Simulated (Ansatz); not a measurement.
**F on Ag(110): change of the work function**

Aim: the work function of Ag(110) at several coverages of F (shortbridge site), and the dipole that each adsorbate carries.

Calculated with Ansatz 0.2.0; plane-wave DFT, r2SCAN, Ansatz PAW, in the first sound run; inputs show where later runs differ.

### Step 1. Starting point

The cell holds 5 atoms: 5 Ag. Its edges and angles: a = 4.090 Å, b = 2.892 Å, c = 23.784 Å, α = 90.0°, β = 90.0°, γ = 90.0°. Vacuum lies along c.

As a file:

```cif
data_structure
_symmetry_space_group_name_H-M 'P 1'
_symmetry_Int_Tables_number 1
_cell_length_a 4.0900
_cell_length_b 2.8921
_cell_length_c 23.7841
_cell_angle_alpha 90.000
_cell_angle_beta 90.000
_cell_angle_gamma 90.000
_cell_volume 281.33
loop_
_atom_site_label
_atom_site_type_symbol
_atom_site_fract_x
_atom_site_fract_y
_atom_site_fract_z
_atom_site_occupancy
Ag1 Ag 0.00000 0.00000 0.37840 1
Ag2 Ag 0.50000 0.50000 0.43920 1
Ag3 Ag 0.00000 0.00000 0.50000 1
Ag4 Ag 0.50000 0.50000 0.56080 1
Ag5 Ag 0.00000 0.00000 0.62160 1
```

### Step 2. The clean slab

The bare slab comes first, as the zero from which every change is counted. The two lowest layers are held at bulk places and the upper ones relax. The dipole correction removes the false field that a one-sided slab makes across the periodic vacuum, so each face gets a flat vacuum level of its own.

Contents of input.yaml:

```yaml
crystal:
  lattice:
    - [4.09, 0.0, 0.0]
    - [0.0, 2.8920667351, 0.0]
    - [0.0, 0.0, 23.7841334701]
  atoms:
    - { symbol: Ag, position: [0.0, 0.0, 0.3784035273] }
    - { symbol: Ag, position: [0.5, 0.5, 0.4392017637] }
    - { symbol: Ag, position: [0.0, 0.0, 0.5] }
    - { symbol: Ag, position: [0.5, 0.5, 0.5607982363] }
    - { symbol: Ag, position: [0.0, 0.0, 0.6215964727] }
kpoints:
  mp_grid: { grid: [7, 10, 1] }
hamiltonian:
  xc: r2scan
scf:
  occupations: { method: fermi_dirac, width: 0.1 }
  convergence: { dr2_threshold: 1.0e-08 }
efield:
  axis: 3
  dipole_correction: true
  ramp_position: 0.97
  ramp_width: 0.06
relax:
  f_tol: 0.02
  max_steps: 60
  constraints: [{ sites: [0, 1] }]
output:
  write_potential: true
  write_density: true
  volumetric_format: npy
```

The run is started by

```bash
> ansatz run input.yaml --threads 4 --pin off --max-ram 12288MiB --backend cpu --events-out ev --progress --plain --runs-dir out
```

Numbers of over 12 decimals in the logs are rounded to 6 here.

What it wrote:

```text
Engine: ansatz 0.2.0, aarch64-unknown-linux-gnu
Pseudopotentials: kind: paw
Pseudopotential: Ag, paw, valence charge 19, recommended cutoff 500 eV (meta_gga), Ag.paw.azcp
Functional definition: r2SCAN
  parameter k0 = 0.174
  parameter k1 = 0.065
  parameter a1 = 4.9479
  exchange = r2scan_x(k0 = k0, k1 = k1, a1 = a1)
  correlation = r2scan_c
Crystal: 5 atoms, lattice volume = 281.332 Å³
Basis set: ecut = 500 eV, 7159 PW (Γ), exchange–correlation on 120×96×720 points (64 copies of the dense FFT grid, shifted against one another)
Bands: 57, of which v1, the nominal top of the filled ones, is band 48 counted from 1 (47 counted from 0)
Symmetry: 4 space group operations
k-points: 24 of 70
Non-local potential: Ag, projectors of the file, l = 0: 3, l = 1: 2, l = 2: 2, l = 3: 1
PAW form: soft (Blöchl's): semilocal exchange-correlation on the pseudo side does not see the compensation charge
PAW frozen core: Ag, regenerated for the run's functional (the file was generated under x = pbe(κ = 0.804, μ = 0.219515), c = pbe(β = 0.066725))
PAW one-centre angular grid: Ag, 590 points (default); XC on 160 Gauss nodes
Initial density: superposition of atomic densities (neutral atoms: chi_scale 0, normalization atom), corrected by the library's trained network
Initial wavefunctions: pseudopotential atomic-orbital guess
Functional: x = r2scan, c = r2scan; τ floored in thin density (d = 2e-4 eV/Å³)
SCF iter   1: F=—  HF=-38018.127545 eV  |F-HF|=—  |Δ(HF+E_count)|=         —  Δρ=6.31e-3  dr2=1.09e-1  dr2_τ=3.44e-3  ethr=1.77e-3  p=0.000 e·Å  D=6.51e-14 V/Å  ΔV_dip=-0.00 eV  dr2_dipole=2.11e-8  V_vac-E_F(+/−)=4.22/4.22 eV  ⟨swp⟩=8.1  Hψ=5709  notcnv=0  defer=12
efield: sawtooth ramp at fractional position 0.9700 (set: `efield.ramp_position`, or a place that a band, a saddle search or an elastic batch's reference lends), width 0.0600; the density the first Hamiltonian is built on has a dipole p = 0.000 e·Å; the dipole correction subtracts the counter field D = 6.51e-14 V/Å, which shifts the + side's vacuum level by -0.00 eV against the − side's; the planar-averaged density in the ramp window peaks in size at 3.8e-6 e/Å³
preconditioner: auto → LDOS  [metal: Δε(μ)=0.125 eV  Ē_g=9.182 eV  σ=0.100 eV  W_gap=0.30  n_scr=52 (ndim 8)  ℏωp=16.4 eV  f_vac=0.636  D(μ)=1.73/eV (n_scr^D=6)  β→1.0]
SCF iter   2: F=—  HF=-38018.150870 eV  |F-HF|=—  |Δ(HF+E_count)|=   2.33e-2  Δρ=7.77e-3  dr2=1.37e-1  dr2_τ=7.22e-3  ethr=1.14e-4  p=0.000 e·Å  D=6.24e-6 V/Å  ΔV_dip=-0.00 eV  dr2_dipole=2.65e-8  V_vac-E_F(+/−)=4.09/4.09 eV  ⟨swp⟩=2.2  Hψ=2907  notcnv=0  defer=50
SCF iter   3: F=—  HF=-38018.117104 eV  |F-HF|=—  |Δ(HF+E_count)|=   3.38e-2  Δρ=1.50e-3  dr2=5.03e-3  dr2_τ=3.37e-4  ethr=1.14e-4  p=0.000 e·Å  D=1.44e-6 V/Å  ΔV_dip=-0.00 eV  dr2_dipole=4.16e-9  V_vac-E_F(+/−)=4.14/4.14 eV  ⟨swp⟩=2.0  Hψ=2451  notcnv=0  defer=50
SCF iter   4: F=—  HF=-38018.115656 eV  |F-HF|=—  |Δ(HF+E_count)|=   1.45e-3  Δρ=1.75e-4  dr2=7.16e-5  dr2_τ=7.79e-6  ethr=5.29e-6  p=0.000 e·Å  D=1.96e-7 V/Å  ΔV_dip=-0.00 eV  dr2_dipole=1.81e-10  V_vac-E_F(+/−)=4.14/4.14 eV  ⟨swp⟩=2.8  Hψ=2706  notcnv=0  defer=50
SCF iter   5: F=—  HF=-38018.115683 eV  |F-HF|=—  |Δ(HF+E_count)|=   2.66e-5  Δρ=7.63e-5  dr2=2.02e-5  dr2_τ=1.12e-6  ethr=7.54e-8  p=-0.000 e·Å  D=-1.82e-7 V/Å  ΔV_dip=0.00 eV  dr2_dipole=1.57e-11  V_vac-E_F(+/−)=4.14/4.14 eV  ⟨swp⟩=2.2  Hψ=2382  notcnv=0  defer=50
SCF iter   6: F=—  HF=-38018.115679 eV  |F-HF|=—  |Δ(HF+E_count)|=   4.16e-6  Δρ=1.86e-5  dr2=1.15e-6  dr2_τ=8.76e-8  ethr=2.13e-8  p=-0.000 e·Å  D=-2.94e-8 V/Å  ΔV_dip=0.00 eV  dr2_dipole=7.36e-14  V_vac-E_F(+/−)=4.14/4.14 eV  ⟨swp⟩=2.0  Hψ=1989  notcnv=0  defer=50
SCF iter   7: F=—  HF=-38018.115689 eV  |F-HF|=—  |Δ(HF+E_count)|=   1.01e-5  Δρ=6.71e-6  dr2=9.02e-8  dr2_τ=1.22e-8  ethr=1.21e-9  p=-0.000 e·Å  D=-6.38e-8 V/Å  ΔV_dip=0.00 eV  dr2_dipole=7.63e-13  V_vac-E_F(+/−)=4.14/4.14 eV  ⟨swp⟩=2.6  Hψ=2350  notcnv=0  defer=50
SCF iter   8: F=—  HF=-38018.115689 eV  |F-HF|=—  |Δ(HF+E_count)|=   1.78e-7  Δρ=2.30e-6  dr2=1.49e-8  dr2_τ=1.01e-9  ethr=1.05e-11  p=-0.000 e·Å  D=-2.60e-8 V/Å  ΔV_dip=0.00 eV  dr2_dipole=1.26e-13  V_vac-E_F(+/−)=4.14/4.14 eV  ⟨swp⟩=9.7  Hψ=9155  notcnv=0
SCF iter   9: F=-38018.115689 eV  HF=-38018.115689 eV  |F-HF|=7.28e-10  |Δ(HF+E_count)|=   3.33e-8  Δρ=1.03e-6  dr2=3.48e-9  dr2_τ=2.23e-10  ethr=1.05e-11  p=-0.000 e·Å  D=-5.65e-9 V/Å  ΔV_dip=0.00 eV  dr2_dipole=9.56e-16  V_vac-E_F(+/−)=4.14/4.14 eV  ⟨swp⟩=8.5  Hψ=8118  notcnv=0
SCF 1 converged in 9 iterations: F = -38018.115689 eV  dr2 = 3.48e-9
  greatest PAW one-centre occupation: 1.001 electrons in one spin orbital (limit 2), on the Ag atom at site 0 (counted from 0), in its partial waves of l = 1
relax step   1: F+E_penalty+E_count = -38018.11568892 eV  Δ(F+E_penalty+E_count) = +0.000e0 eV  max|allowed force component| = 3.176e-1 eV/Å  Δτ_max = 0.0000 Å  (9 SCF iters, accepted)
Initial density: handed on by an earlier stage of this run
Initial wavefunctions: those handed on with the density
iter 1 solved again at ethr=3.44e-5 eV; its pass at ethr=3.10e-3 eV (dr2=3.27e-2 eV) is discarded
SCF iter   1: F=—  HF=-38017.511489 eV  |F-HF|=—  |Δ(HF+E_count)|=         —  Δρ=2.86e-3  dr2=2.91e-2  dr2_τ=1.34e0  ethr=3.44e-5  p=-0.000 e·Å  D=-2.49e-8 V/Å  ΔV_dip=0.00 eV  dr2_dipole=3.31e-3  V_vac-E_F(+/−)=4.11/4.11 eV  ⟨swp⟩=2.0  Hψ=4882  notcnv=0  defer=43
efield: sawtooth ramp at fractional position 0.9700 (set: `efield.ramp_position`, or a place that a band, a saddle search or an elastic batch's reference lends), width 0.0600; the density the first Hamiltonian is built on has a dipole p = -0.000 e·Å; the dipole correction subtracts the counter field D = -2.49e-8 V/Å, which shifts the + side's vacuum level by +0.00 eV against the − side's; the planar-averaged density in the ramp window peaks in size at 1.8e-6 e/Å³
preconditioner: auto → LDOS  [metal: Δε(μ)=0.029 eV  Ē_g=9.086 eV  σ=0.100 eV  W_gap=0.07  n_scr=52 (ndim 8)  ℏωp=16.4 eV  f_vac=0.638  D(μ)=1.72/eV (n_scr^D=6)  β→1.0]
SCF iter   2: F=—  HF=-38018.145168 eV  |F-HF|=—  |Δ(HF+E_count)|=   6.34e-1  Δρ=3.13e-3  dr2=4.93e-2  dr2_τ=6.27e-4  ethr=3.06e-5  p=0.012 e·Å  D=7.57e-3 V/Å  ΔV_dip=-0.18 eV  dr2_dipole=6.16e-3  V_vac-E_F(+/−)=3.98/4.16 eV  ⟨swp⟩=2.5  Hψ=2769  notcnv=0  defer=43
SCF iter   3: F=—  HF=-38018.135842 eV  |F-HF|=—  |Δ(HF+E_count)|=   9.33e-3  Δρ=1.61e-3  dr2=1.06e-2  dr2_τ=2.23e-4  ethr=3.06e-5  p=0.006 e·Å  D=3.59e-3 V/Å  ΔV_dip=-0.09 eV  dr2_dipole=1.77e-3  V_vac-E_F(+/−)=4.06/4.15 eV  ⟨swp⟩=2.0  Hψ=2060  notcnv=0  defer=43
[...]
SCF iter   3: F=—  HF=-38018.134572 eV  |F-HF|=—  |Δ(HF+E_count)|=   2.80e-4  Δρ=3.32e-4  dr2=4.62e-4  dr2_τ=9.47e-6  ethr=8.59e-7  p=-0.003 e·Å  D=-1.92e-3 V/Å  ΔV_dip=0.05 eV  dr2_dipole=1.39e-5  V_vac-E_F(+/−)=4.17/4.13 eV  ⟨swp⟩=2.0  Hψ=1956  notcnv=0  defer=50
SCF iter   4: F=—  HF=-38018.134521 eV  |F-HF|=—  |Δ(HF+E_count)|=   5.08e-5  Δρ=1.58e-4  dr2=9.67e-5  dr2_τ=1.54e-6  ethr=4.86e-7  p=-0.003 e·Å  D=-1.77e-3 V/Å  ΔV_dip=0.04 eV  dr2_dipole=2.87e-6  V_vac-E_F(+/−)=4.17/4.13 eV  ⟨swp⟩=1.5  Hψ=1334  notcnv=0  defer=50
SCF iter   5: F=—  HF=-38018.134508 eV  |F-HF|=—  |Δ(HF+E_count)|=   1.31e-5  Δρ=4.51e-5  dr2=8.93e-6  dr2_τ=1.37e-7  ethr=1.02e-7  p=-0.003 e·Å  D=-1.69e-3 V/Å  ΔV_dip=0.04 eV  dr2_dipole=8.23e-8  V_vac-E_F(+/−)=4.17/4.13 eV  ⟨swp⟩=2.1  Hψ=1991  notcnv=0  defer=50
SCF iter   6: F=—  HF=-38018.134535 eV  |F-HF|=—  |Δ(HF+E_count)|=   2.74e-5  Δρ=1.19e-5  dr2=4.99e-7  dr2_τ=1.24e-8  ethr=9.40e-9  p=-0.003 e·Å  D=-1.63e-3 V/Å  ΔV_dip=0.04 eV  dr2_dipole=2.04e-8  V_vac-E_F(+/−)=4.16/4.13 eV  ⟨swp⟩=2.0  Hψ=1977  notcnv=0  defer=50
SCF iter   7: F=—  HF=-38018.134535 eV  |F-HF|=—  |Δ(HF+E_count)|=   1.44e-7  Δρ=3.90e-6  dr2=5.66e-8  dr2_τ=2.94e-9  ethr=5.25e-10  p=-0.003 e·Å  D=-1.61e-3 V/Å  ΔV_dip=0.04 eV  dr2_dipole=1.02e-8  V_vac-E_F(+/−)=4.16/4.13 eV  ⟨swp⟩=2.0  Hψ=2451  notcnv=0  defer=50
SCF iter   8: F=—  HF=-38018.134535 eV  |F-HF|=—  |Δ(HF+E_count)|=   2.34e-9  Δρ=3.08e-6  dr2=3.12e-8  dr2_τ=7.52e-10  ethr=5.96e-11  p=-0.002 e·Å  D=-1.60e-3 V/Å  ΔV_dip=0.04 eV  dr2_dipole=3.20e-9  V_vac-E_F(+/−)=4.16/4.13 eV  ⟨swp⟩=2.1  Hψ=2200  notcnv=0  defer=50
SCF iter   9: F=-38018.134535 eV  HF=-38018.134535 eV  |F-HF|=6.84e-10  |Δ(HF+E_count)|=  1.38e-10  Δρ=6.79e-7  dr2=1.31e-9  dr2_τ=4.11e-11  ethr=1.05e-11  p=-0.002 e·Å  D=-1.60e-3 V/Å  ΔV_dip=0.04 eV  dr2_dipole=1.02e-10  V_vac-E_F(+/−)=4.16/4.13 eV  ⟨swp⟩=6.6  Hψ=8558  notcnv=0
SCF 3 converged in 9 iterations: F = -38018.134535 eV  dr2 = 1.31e-9
relax step   3: F+E_penalty+E_count = -38018.13453526 eV  Δ(F+E_penalty+E_count) = -4.941e-4 eV  max|allowed force component| = 5.199e-3 eV/Å  Δτ_max = 0.0116 Å  (9 SCF iters, accepted)
NSCF: frozen V_eff on 24 k-points
the search or the solves at the SCF's close seem to have found levels that the self-consistency loop had missed (the run counts 1). By its estimate they hold under 1e-12 electrons; where the run keeps them, the occupations were computed again with them
iter 1 solved again at ethr=1.37e-12 eV; its pass at ethr=3.10e-3 eV (dr2=1.30e-9 eV) is discarded
SCF iter   1: F=—  HF=-38018.134535 eV  |F-HF|=—  |Δ(HF+E_count)|=         —  Δρ=6.79e-7  dr2=1.31e-9  dr2_τ=4.11e-11  ethr=1.37e-12  p=-0.002 e·Å  D=-1.60e-3 V/Å  ΔV_dip=0.04 eV  dr2_dipole=1.02e-10  V_vac-E_F(+/−)=4.16/4.13 eV  ⟨swp⟩=1.7  Hψ=5147  notcnv=0
efield: sawtooth ramp at fractional position 0.9700 (kept from the solve that this one continues, or follows in the run), width 0.0600; the density the first Hamiltonian is built on has a dipole p = -0.002 e·Å; the dipole correction subtracts the counter field D = -1.60e-3 V/Å, which shifts the + side's vacuum level by +0.04 eV against the − side's; the planar-averaged density in the ramp window peaks in size at 2.0e-6 e/Å³
preconditioner: auto → LDOS  [metal: Δε(μ)=0.091 eV  Ē_g=9.091 eV  σ=0.100 eV  W_gap=0.22  n_scr=52 (ndim 8)  ℏωp=16.4 eV  f_vac=0.638  D(μ)=1.75/eV (n_scr^D=8)  β→1.0]
iter 2 met the thresholds in force, and the SCF goes on: an eigenvalue changes by 5.04 meV, over its tolerance of 3.16 meV (output.eigenvalues, Limitations)
SCF iter   2: F=-38018.134535 eV  HF=-38018.134535 eV  |F-HF|=3.71e-10  |Δ(HF+E_count)|=  6.98e-10  Δρ=3.28e-7  dr2=3.75e-10  dr2_τ=2.00e-11  ethr=1.37e-12  p=-0.002 e·Å  D=-1.60e-3 V/Å  ΔV_dip=0.04 eV  dr2_dipole=1.65e-11  V_vac-E_F(+/−)=4.16/4.13 eV  ⟨swp⟩=7.8  Hψ=7465  notcnv=0
SCF iter   3: F=-38018.134535 eV  HF=-38018.134535 eV  |F-HF|=2.11e-10  |Δ(HF+E_count)|=  4.00e-10  Δρ=1.69e-7  dr2=7.49e-11  dr2_τ=5.58e-12  ethr=1.00e-12  p=-0.002 e·Å  D=-1.60e-3 V/Å  ΔV_dip=0.04 eV  dr2_dipole=5.12e-13  V_vac-E_F(+/−)=4.16/4.13 eV  ⟨swp⟩=5.8  Hψ=7349  notcnv=0
SCF 4 converged in 3 iterations: F = -38018.134535 eV  dr2 = 7.49e-11
NSCF: frozen V_eff on 24 k-points
the band table was solved once a step of the walk had ended and its energy, with any forces and stress, was formed, with the checks that follow a solve (6562 applications of the Hamiltonian). They found nothing against the state; the energy, forces and stress were not computed again (output.eigenvalues in the input reference)
WARN: The output density's exchange-correlation potential varies sharply where the density is thin. Do not read a vacuum level from v_tot or v_xc, or from such a field of the output density. On a cell that repeats whose density bears no net charge and no dipole along the vacuum's axis use v_es (v_loc + v_h of the components); under efield.dipole_correction with no amplitude use v_es + v_field, which holds any externa [...]
SCF converged after 3 iterations
an eigenvalue changed by more than its tolerance at an iteration that met the thresholds in force, so the SCF went on 1 time: the last check found none over its tolerance
Free energy (F): -38018.134535 eV
Harris-Foulkes:  -38018.134535 eV  (|F-HF|=2.11e-10)
Internal energy: -38018.078925 eV  (E = F + TS)
E sigma→0 (E₀):  -38018.106730 eV
Entropy (-TS):   -0.055610 eV (-11.122 meV/atom)
Fermi energy:    2.370119 eV
Dipole field:    D = -0.001603 V/Å  (p = -0.002492 e·Å, saw-weighted, corrected)
Work function:   Φ+ = 4.1633 eV   Φ− = 4.1252 eV
Levels:          The Fermi level and band energies are counted from a zero that moves with the ramp; work functions are not
--- Per-component energies (eV) ---
  E_band       = -2673.776943
  E_kinetic    = 2639.808775
  E_local      = -145699.515984  (includes V_loc(G=0)·N_el)
  E_nonlocal   = 408.391948
  E_hartree    = 71667.130599
  E_xc         = -889.085161
  E_vxc        = -1310.849079  (∫ρ·V_xc dr)
  E_paw        = -19614.434117  (= ΣΔE_a)
  E_vpaw       = -2140.950347  (= ΣTr[D̂ρ^β])
  E_aug_tail   = 0.000309  (compensation charges beyond the density's cutoff)
  E_vtau       = 95.076422  (kinetic-family band-sum trace: ∫τ·v_τ [+ j·A + Jᵃ·Aᵃ] dr)
  E_efield     = 0.000002  (sawtooth field / dipole correction)
  E_vefield    = -0.000856  (∫n·V_field dr)
  E_ewald      = 53472.171258
  E_core_change = -2.546554  (= ΣΔE_core)
  E_smearing   = -0.055610  (= −TS)
  E_closure    = -0.000000  (closes the sum)
  Σ components = -38018.134535   (vs F -38018.134535, Δ=0.00e0)
--- Forces (eV/Å), atoms counted from 1 ---
  atom   1  Ag     0.00000000     0.00000000     0.27080508
  atom   2  Ag     0.00000000    -0.00000000    -0.27328506
  atom   3  Ag     0.00000000     0.00000000     0.00518134
  atom   4  Ag     0.00000000     0.00000000     0.00143875
  atom   5  Ag     0.00000000    -0.00000000    -0.00413410
  max |Σ_I F_I| component: 6.01e-6 eV/Å
--- Band table (eV; the first three rows and the last of 24) ---
  k-point 0: bands = [... 44 lower, -1.0014, -0.8898, -0.6784, 0.8159, 3.1403, 5.2250, 5.5092, 6.6722, ... 5 higher]
  k-point 1: bands = [... 44 lower, -0.9783, -0.8309, -0.7461, 0.9815, 3.3608, 5.6673, 5.7109, 6.8553, ... 5 higher]
  k-point 2: bands = [... 44 lower, -0.9026, -0.8826, -0.6864, 1.4735, 3.9743, 6.2777, 6.8254, 7.3965, ... 5 higher]
  k-point 23: bands = [... 44 lower, -0.7101, 2.9968, 3.1348, 5.0762, 5.3310, 6.4826, 6.5339, 7.1709, ... 5 higher]
--- Relaxed structure (3 steps of the walk, 3 accepted, 0 SCFs on fresh bases) ---
  F+E_penalty+E_count = -38018.13453526 eV   max|allowed force component| = 5.199e-3 eV/Å
  atoms:
    - { symbol: Ag, position: [0.0, 0.0, 0.378404] }
    - { symbol: Ag, position: [0.5, 0.500000, 0.4392017637] }
    - { symbol: Ag, position: [0.0, -2.5017316022477393e-19, 0.499452] }
    - { symbol: Ag, position: [0.5, 0.500000, 0.563114] }
    - { symbol: Ag, position: [0.0, -1.3491777192885824e-18, 0.618641] }
```

Elapsed: 80 s, on 4 threads of Arm Neoverse V1, shared host; peak memory 1.4 GiB.

Relaxation path:

```tsv
step	energy less that of the first step (eV)	largest force component (eV/Å)
1	0.0000	0.3176
2	-0.0184	0.0466
3	-0.0188	0.0052
```

Forces are held to the 4 operations that the run works with; a distortion that breaks them can't arise in this run.

The atoms that moved most (Å):

```tsv
atom	dx	dy	dz	length
Ag5	0.000	0.000	-0.070	0.070
Ag4	0.000	0.000	0.055	0.055
Ag3	0.000	0.000	-0.013	0.013
```

The relaxed structure:

```xyz
5
Lattice="4.0900 0.0000 0.0000 0.0000 2.8921 0.0000 0.0000 0.0000 23.7841" Properties=species:S:1:pos:R:3
Ag    0.0000    0.0000    9.0000
Ag    2.0450    1.4460   10.4460
Ag    0.0000    0.0000   11.8790
Ag    2.0450    1.4460   13.3932
Ag    0.0000    0.0000   14.7138
```

This step gave:

```
energy at zero smearing        : -38018.1067 eV
work function, upper face      : 4.163 eV
work function, lower face      : 4.125 eV
dipole along the normal        : -0.002492 e·Å
step between the vacuum levels : 0.03813 eV
```

Running mean over 1.446 Å of the planar mean; the ramp of the sawtooth is left out. Electron's electrostatic potential energy less the Fermi level against z:

```tsv
z (Å)	electron's electrostatic potential energy less the Fermi level (eV)
3.5	4.13
4.0	4.13
4.5	4.12
5.0	4.12
5.5	4.12
6.0	4.10
6.5	4.05
7.0	3.86
7.5	3.11
8.0	0.797
8.5	-2.48
9.0	-4.90
9.5	-5.68
10.0	-5.87
10.5	-5.99
11.0	-6.07
11.5	-6.04
12.0	-5.80
12.5	-5.59
13.0	-5.73
13.5	-6.32
14.0	-6.61
14.5	-6.03
15.0	-3.90
15.5	-0.605
16.0	2.37
16.5	3.70
17.0	4.04
17.5	4.13
18.0	4.15
18.5	4.16
19.0	4.16
19.5	4.16
20.0	4.16
20.5	4.16
```

The relaxation took 3 steps and lowered the energy by 0.019 eV; the largest force on the free atoms ends at 0.0052 eV/Å.

The work function of the upper face is 4.16 eV.

[end of part 1 of 4]

[Logs are printed without paths, hosts, clocks, repeated set-up lines and the standing remarks that a program may print on its own settings, such as how far it seeks lower states.]

[Hosts, paths, dates, database ids (printed as entryN), source tags and the programs' standing remarks are cut or masked in the printed files.]

[Maps of the electrostatic potential energy from Ansatz leave out the sawtooth potential of an applied field or a dipole correction, so their vacuum need not be flat; planar profiles and work functions include it.]
